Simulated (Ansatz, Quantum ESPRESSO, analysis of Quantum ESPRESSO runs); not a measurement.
# Monovacancy in Ni: vacancy formation, PBE (Quantum ESPRESSO), part 2 of 2

Subject: monovacancy in Ni. Wanted: its vacancy formation, in one set-up (PBE, SSSP 1.3 efficiency PBE, 32-site cell, PBE lattice, k: 4x4x4, start relaxed with Ansatz). The model is a cell of 32 host atoms with 1 Ni taken out. The formation energy is the energy of the cell with the vacancy less that of the same number of atoms in the perfect cell. Other potentials or another program check that the number doesn't hang on one set of files.

Quantum ESPRESSO 7.5; PBE, SSSP 1.3 efficiency PBE, 32-site cell, PBE lattice, k: 4x4x4, start relaxed with Ansatz.

So far: Set-up; Relaxation, charge 0.

### 3. Defect-free supercell

The perfect cell is run with the same cutoff and k-points as the defect cell, so that sampling errors largely cancel in the difference.

This step: Quantum ESPRESSO plane-wave DFT, PBE, SSSP 1.3 efficiency PBE potentials; single point of a defect-free cell.

System of this step: It takes space group Fm-3m (No. 225, cubic). The conventional cell has a = 3.517 Å, b = 3.517 Å, c = 3.517 Å, α = 90.00°, β = 90.00°, γ = 90.00°. Ni has 12 Ni at 2.49 Å nearest.

Input file pw.in:

```
&CONTROL
  calculation = 'scf'
  prefix = 'pwscf'
  outdir = './tmp'
  pseudo_dir = './pseudo'
  tprnfor = .true.
  disk_io = 'low'
/
&SYSTEM
  ibrav = 0
  nat = 32
  ntyp = 1
  ecutwfc = 55
  ecutrho = 440
  nbnd = 374
  occupations = 'smearing'
  smearing = 'mv'
  degauss = 0.00734986
  nspin = 2
  starting_magnetization(1) = 0.0389
/
&ELECTRONS
  conv_thr = 3d-08
  electron_maxstep = 100
  mixing_beta = 0.3
/
ATOMIC_SPECIES
Ni    58.6934 ni_pbe_v1.4.uspp.F.UPF
CELL_PARAMETERS angstrom
   7.0349891723    0.0000000000    0.0000000000
   0.0000000000    7.0349891723    0.0000000000
   0.0000000000    0.0000000000    7.0349891723
ATOMIC_POSITIONS crystal
Ni     0.0000000000    0.0000000000    0.0000000000
Ni     0.0000000000    0.2500000000    0.2500000000
Ni     0.2500000000    0.0000000000    0.2500000000
Ni     0.2500000000    0.2500000000    0.0000000000
Ni     0.0000000000    0.0000000000    0.5000000000
Ni     0.0000000000    0.2500000000    0.7500000000
Ni     0.2500000000    0.0000000000    0.7500000000
Ni     0.2500000000    0.2500000000    0.5000000000
[... 18 atom lines left out ...]
Ni     0.7500000000    0.5000000000    0.2500000000
Ni     0.7500000000    0.7500000000    0.0000000000
Ni     0.5000000000    0.5000000000    0.5000000000
Ni     0.5000000000    0.7500000000    0.7500000000
Ni     0.7500000000    0.5000000000    0.7500000000
Ni     0.7500000000    0.7500000000    0.5000000000
K_POINTS automatic
4 4 4 0 0 0
```

Command:

```
$ OMP_NUM_THREADS=1 mpirun -n 8 pw.x -nk 8 -in pw.in > pw.out
```

Log:

```text
[banner, memory and clock lines left out]
          URL

     Found identity + (  0.0000  0.2500  0.2500) symmetry
     This is a supercell, fractional translations are disabled
     Message from routine setup:
     using ibrav=0 with symmetry is DISCOURAGED, use correct ibrav instead

     G-vector sticks info

     bravais-lattice index     =            0
     lattice parameter (alat)  =      13.2942  a.u.
     unit-cell volume          =    2349.5620 (a.u.)^3
     number of atoms/cell      =           32
     number of atomic types    =            1
     number of electrons       =       576.00
     number of Kohn-Sham states=          374
     kinetic-energy cutoff     =      55.0000  Ry
     charge density cutoff     =     440.0000  Ry
     scf convergence threshold =      3.0E-08
     mixing beta               =       0.3000
     number of iterations used =            8  plain     mixing
     Exchange-correlation=  SLA  PW   PBX  PBC
                           (   1   4   3   4   0   0   0)

     celldm(1)=  13.294203  celldm(2)=   0.000000  celldm(3)=   0.000000
     celldm(4)=   0.000000  celldm(5)=   0.000000  celldm(6)=   0.000000

     crystal axes: (cart. coord. in units of alat)
               a(1) = (   1.000000   0.000000   0.000000 )
               a(2) = (   0.000000   1.000000   0.000000 )
               a(3) = (   0.000000   0.000000   1.000000 )

     reciprocal axes: (cart. coord. in units 2 pi/alat)
               b(1) = (  1.000000  0.000000  0.000000 )
               b(2) = (  0.000000  1.000000  0.000000 )
               b(3) = (  0.000000  0.000000  1.000000 )

     PseudoPot. # 1 for Ni read from file:
     ni_pbe_v1.4.uspp.F.UPF
     Pseudo is Ultrasoft + core correction, Zval = 18.0
     Generated by new atomic code, or converted to UPF format
     Using radial grid of  865 points,  6 beta functions with:
                l(1) =   0
                l(2) =   0
                l(3) =   1
                l(4) =   1
                l(5) =   2
                l(6) =   2
     Q(r) pseudized with 10 coefficients,  rinner =    0.980   0.980   0.980
                                                       0.980   0.980

     atomic species   valence    mass     pseudopotential
     Ni               18.00    58.69340     Ni( 1.00)

     Starting magnetic structure
     atomic species   magnetization
     Ni              0.039

     48 Sym. Ops., with inversion, found

   Cartesian axes

     site n.     atom                  positions (alat units)
         1        Ni     tau(   1) = (   0.0000000   0.0000000   0.0000000  )
         2        Ni     tau(   2) = (   0.0000000   0.2500000   0.2500000  )
         3        Ni     tau(   3) = (   0.2500000   0.0000000   0.2500000  )
         4        Ni     tau(   4) = (   0.2500000   0.2500000   0.0000000  )
         5        Ni     tau(   5) = (   0.0000000   0.0000000   0.5000000  )
         6        Ni     tau(   6) = (   0.0000000   0.2500000   0.7500000  )
         7        Ni     tau(   7) = (   0.2500000   0.0000000   0.7500000  )
         8        Ni     tau(   8) = (   0.2500000   0.2500000   0.5000000  )
         9        Ni     tau(   9) = (   0.0000000   0.5000000   0.0000000  )
        10        Ni     tau(  10) = (   0.0000000   0.7500000   0.2500000  )
[...]
28        Ni     tau(  28) = (   0.7500000   0.7500000   0.0000000  )
        29        Ni     tau(  29) = (   0.5000000   0.5000000   0.5000000  )
        30        Ni     tau(  30) = (   0.5000000   0.7500000   0.7500000  )
        31        Ni     tau(  31) = (   0.7500000   0.5000000   0.7500000  )
        32        Ni     tau(  32) = (   0.7500000   0.7500000   0.5000000  )

     number of k points=    10  Marzari-Vanderbilt smearing, width (Ry)=  0.0073
                       cart. coord. in units 2pi/alat
        k(    1) = (   0.0000000   0.0000000   0.0000000), wk =   0.0156250
        k(    2) = (   0.0000000   0.0000000   0.2500000), wk =   0.0937500
        k(    3) = (   0.0000000   0.0000000  -0.5000000), wk =   0.0468750
        k(    4) = (   0.0000000   0.2500000   0.2500000), wk =   0.1875000
        k(    5) = (   0.0000000   0.2500000  -0.5000000), wk =   0.1875000
        k(    6) = (   0.0000000  -0.5000000  -0.5000000), wk =   0.0468750
        k(    7) = (   0.2500000   0.2500000   0.2500000), wk =   0.1250000
        k(    8) = (   0.2500000   0.2500000  -0.5000000), wk =   0.1875000
        k(    9) = (   0.2500000  -0.5000000  -0.5000000), wk =   0.0937500
        k(   10) = (  -0.5000000  -0.5000000  -0.5000000), wk =   0.0156250

     Dense  grid:   365781 G-vectors     FFT dimensions: (  90,  90,  90)

     Smooth grid:   129187 G-vectors     FFT dimensions: (  64,  64,  64)

     Check: negative core charge=   -0.000016
     Generating pointlists ...
     new r_m :   0.1458 (alat units)  1.9388 (a.u.) for type    1

     Initial potential from superposition of free atoms

     starting charge     512.0000, renormalised to     576.0000
     Starting wfcs are  416 randomized atomic wfcs

     Self-consistent Calculation

     iteration #  1     ecut=    55.00 Ry     beta= 0.30
     Davidson diagonalization with overlap
[...]
atom  10 (R=0.146)  charge= 16.6997  magn=  0.6760
[...]
atom  28 (R=0.146)  charge= 16.6997  magn=  0.6760
     atom  29 (R=0.146)  charge= 16.7001  magn=  0.6761
     atom  30 (R=0.146)  charge= 16.6997  magn=  0.6760
     atom  31 (R=0.146)  charge= 16.6997  magn=  0.6760
     atom  32 (R=0.146)  charge= 16.6997  magn=  0.6760

     End of self-consistent calculation

 ------ SPIN UP ------------

          k = 0.0000 0.0000 0.0000 ( 16279 PWs)   bands (ev):

   -85.8795 -85.8574 -85.8573 -85.8573 -85.8573 -85.8573 -85.8573 -85.8463
   -85.8462 -85.8462 -85.8462 -85.8462 -85.8462 -85.8462 -85.8462 -85.8462
   -85.8462 -85.8461 -85.8461 -85.8461 -85.8461 -85.8461 -85.8461 -85.8352
   -85.8352 -85.8352 -85.8352 -85.8351 -85.8351 -85.8351 -85.8351 -85.8351
   -46.3527 -46.3527 -46.3527 -46.3527 -46.3412 -46.3412 -46.3412 -46.2913
   -46.2913 -46.2913 -46.2913 -46.2913 -46.2913 -46.2913 -46.2913 -46.2913
   -46.2913 -46.2913 -46.2913 -46.2794 -46.2794 -46.2794 -46.2794 -46.2794
   -46.2794 -46.2794 -46.2794 -46.2794 -46.2794 -46.2794 -46.2794 -46.2405
   -46.2405 -46.2405 -46.2405 -46.2405 -46.2405 -46.2281 -46.2281 -46.2281
   -46.2281 -46.2281 -46.2281 -46.2281 -46.2281 -46.2281 -46.2281 -46.2281
[...]
30.6631  32.5791  32.5791  32.5791  32.5791  32.5791

          k = 0.0000 0.0000 0.2500 ( 16195 PWs)   bands (ev):

[...]
32.0467  32.8918  32.8918  32.9626  32.9626  32.9626

          k = 0.0000 0.0000-0.5000 ( 16144 PWs)   bands (ev):

[...]
33.5439  33.5439  33.5439  33.5439  33.7467  33.7467

          k = 0.0000 0.2500 0.2500 ( 16196 PWs)   bands (ev):

[...]
32.7323  33.0080  33.0080  33.1886  33.5680  33.7354

          k = 0.0000 0.2500-0.5000 ( 16182 PWs)   bands (ev):

[...]
32.7991  32.7991  33.0484  33.0484  33.7292  33.7292

          k = 0.0000-0.5000-0.5000 ( 16100 PWs)   bands (ev):

[...]
33.7170  33.7170  33.7170  33.7170  33.7170  33.7170

          k = 0.2500 0.2500 0.2500 ( 16206 PWs)   bands (ev):

[...]
33.1675  33.1675  33.1675  33.1675  33.4854  33.4854

          k = 0.2500 0.2500-0.5000 ( 16180 PWs)   bands (ev):

[...]
33.0501  33.0501  33.0501  33.0501  33.8101  34.3470

          k = 0.2500-0.5000-0.5000 ( 16164 PWs)   bands (ev):

[...]
33.8016  33.8016  33.8016  33.8016  33.8016  33.8016

          k =-0.5000-0.5000-0.5000 ( 16176 PWs)   bands (ev):

[...]
32.3153  32.3153  32.3153  32.3153  32.3153  32.3153

 ------ SPIN DOWN ----------

          k = 0.0000 0.0000 0.0000 ( 16279 PWs)   bands (ev):

[...]
k = 0.0000 0.0000 0.2500 ( 16195 PWs)   bands (ev):

[...]
k = 0.0000 0.0000-0.5000 ( 16144 PWs)   bands (ev):

[...]
k = 0.0000 0.2500 0.2500 ( 16196 PWs)   bands (ev):

[...]
k = 0.0000 0.2500-0.5000 ( 16182 PWs)   bands (ev):

[...]
k = 0.0000-0.5000-0.5000 ( 16100 PWs)   bands (ev):

[...]
33.8076  33.8076  33.8076  33.8076  33.8076  33.8076

          k = 0.2500 0.2500 0.2500 ( 16206 PWs)   bands (ev):

[...]
33.2736  33.2736  33.2736  33.2736  33.5146  33.5146

          k = 0.2500 0.2500-0.5000 ( 16180 PWs)   bands (ev):

[...]
33.1189  33.1189  33.1189  33.1189  33.9072  34.3945

          k = 0.2500-0.5000-0.5000 ( 16164 PWs)   bands (ev):

[...]
33.8834  33.8834  33.8834  33.8834  33.8835  33.8835

          k =-0.5000-0.5000-0.5000 ( 16176 PWs)   bands (ev):

[...]
26.4624  26.4624  26.4624  26.4624  26.4624  26.4624  26.4624  26.4624
    26.4624  26.4624  26.4624  26.4624  26.4624  26.4624  26.4624  26.4624
    32.3301  32.3301  32.3301  32.3301  32.3301  32.3301  32.3303  32.3306
    32.4425  32.4425  32.4425  32.4425  32.4426  32.4426  32.4426  32.4426
    32.4426  32.4426  32.4426  32.4426  32.4426  32.4426  32.4426  32.4426
    32.4426  32.4426  32.4426  32.4426  32.4426  32.4426

     the Fermi energy is    17.9085 ev

!    total energy              =  -10984.96616865 Ry
     estimated scf accuracy    <       0.00000001 Ry
     smearing contrib. (-TS)   =      -0.00272450 Ry
     internal energy E=F+TS    =  -10984.96344415 Ry

     The total energy is F=E-TS. E is the sum of the following terms:
     one-electron contribution =   -6134.69620116 Ry
     hartree contribution      =    3439.14838739 Ry
     xc contribution           =   -1138.05039112 Ry
     ewald contribution        =   -7151.36523925 Ry

     total magnetization       =    20.29 Bohr mag/cell
     absolute magnetization    =    23.50 Bohr mag/cell

     convergence has been achieved in  23 iterations

     Forces acting on atoms (cartesian axes, Ry/au):

     atom    1 type  1   force =     0.00000000    0.00000000    0.00000000
     atom    2 type  1   force =    -0.00000000    0.00001575    0.00001575
     atom    3 type  1   force =     0.00001575    0.00000000    0.00001575
     atom    4 type  1   force =     0.00001575    0.00001575    0.00000000
     atom    5 type  1   force =     0.00000000    0.00000000    0.00000000
     atom    6 type  1   force =     0.00000000    0.00001575   -0.00001575
     atom    7 type  1   force =     0.00001575    0.00000000   -0.00001575
     atom    8 type  1   force =    -0.00001644   -0.00001644    0.00000000
     atom    9 type  1   force =     0.00000000    0.00000000    0.00000000
     atom   10 type  1   force =     0.00000000   -0.00001575    0.00001575
[...]
atom   28 type  1   force =    -0.00001575   -0.00001575    0.00000000
     atom   29 type  1   force =     0.00000000    0.00000000    0.00000000
     atom   30 type  1   force =     0.00000000    0.00001644    0.00001644
     atom   31 type  1   force =     0.00001644    0.00000000    0.00001644
     atom   32 type  1   force =     0.00001644    0.00001644    0.00000000

     Total force =     0.000112     Total SCF correction =     0.000305
     SCF correction compared to forces is large: reduce conv_thr to get better values
```

Wall time 34 min (8 MPI ranks of Arm Neoverse V1, shared host); peak memory 9.9 GiB.

Read from the output:

```yaml
total_moment: 20.29 μB
integral_of_the_absolute_spin_density: 23.50 μB
```

The cell carries a net spin moment of 20.29 μB and an absolute one of 23.50 μB.

### 4. Summary of results

- vacancy formation energy at fixed volume, 0 K: 1.50 eV

In words: Vacancy formation energy: computed 1.50 eV, measured 1.6 eV; 0.10 eV below the measurement. The calculation is for 0 K; measured enthalpies come from near the melting point and hold vibrational and anharmonic parts. Semilocal functionals misjudge the energy of a vacancy's internal surface; LDA and PBEsol usually give larger values than PBE. Limits: the periodic copies of the defect are only 7.0 Å apart.

[Logs are printed without paths, hosts, clocks, repeated set-up lines and the standing remarks that a program may print on its own settings, such as how far it seeks lower states.]

[Hosts, paths, dates, database ids (printed as entryN), source tags and the programs' standing remarks are cut or masked in the printed files.]

[For some hosts the program warned that the k-mesh of the response run may be too coarse for force constants and the static dielectric constant; such warnings are not shown here.]
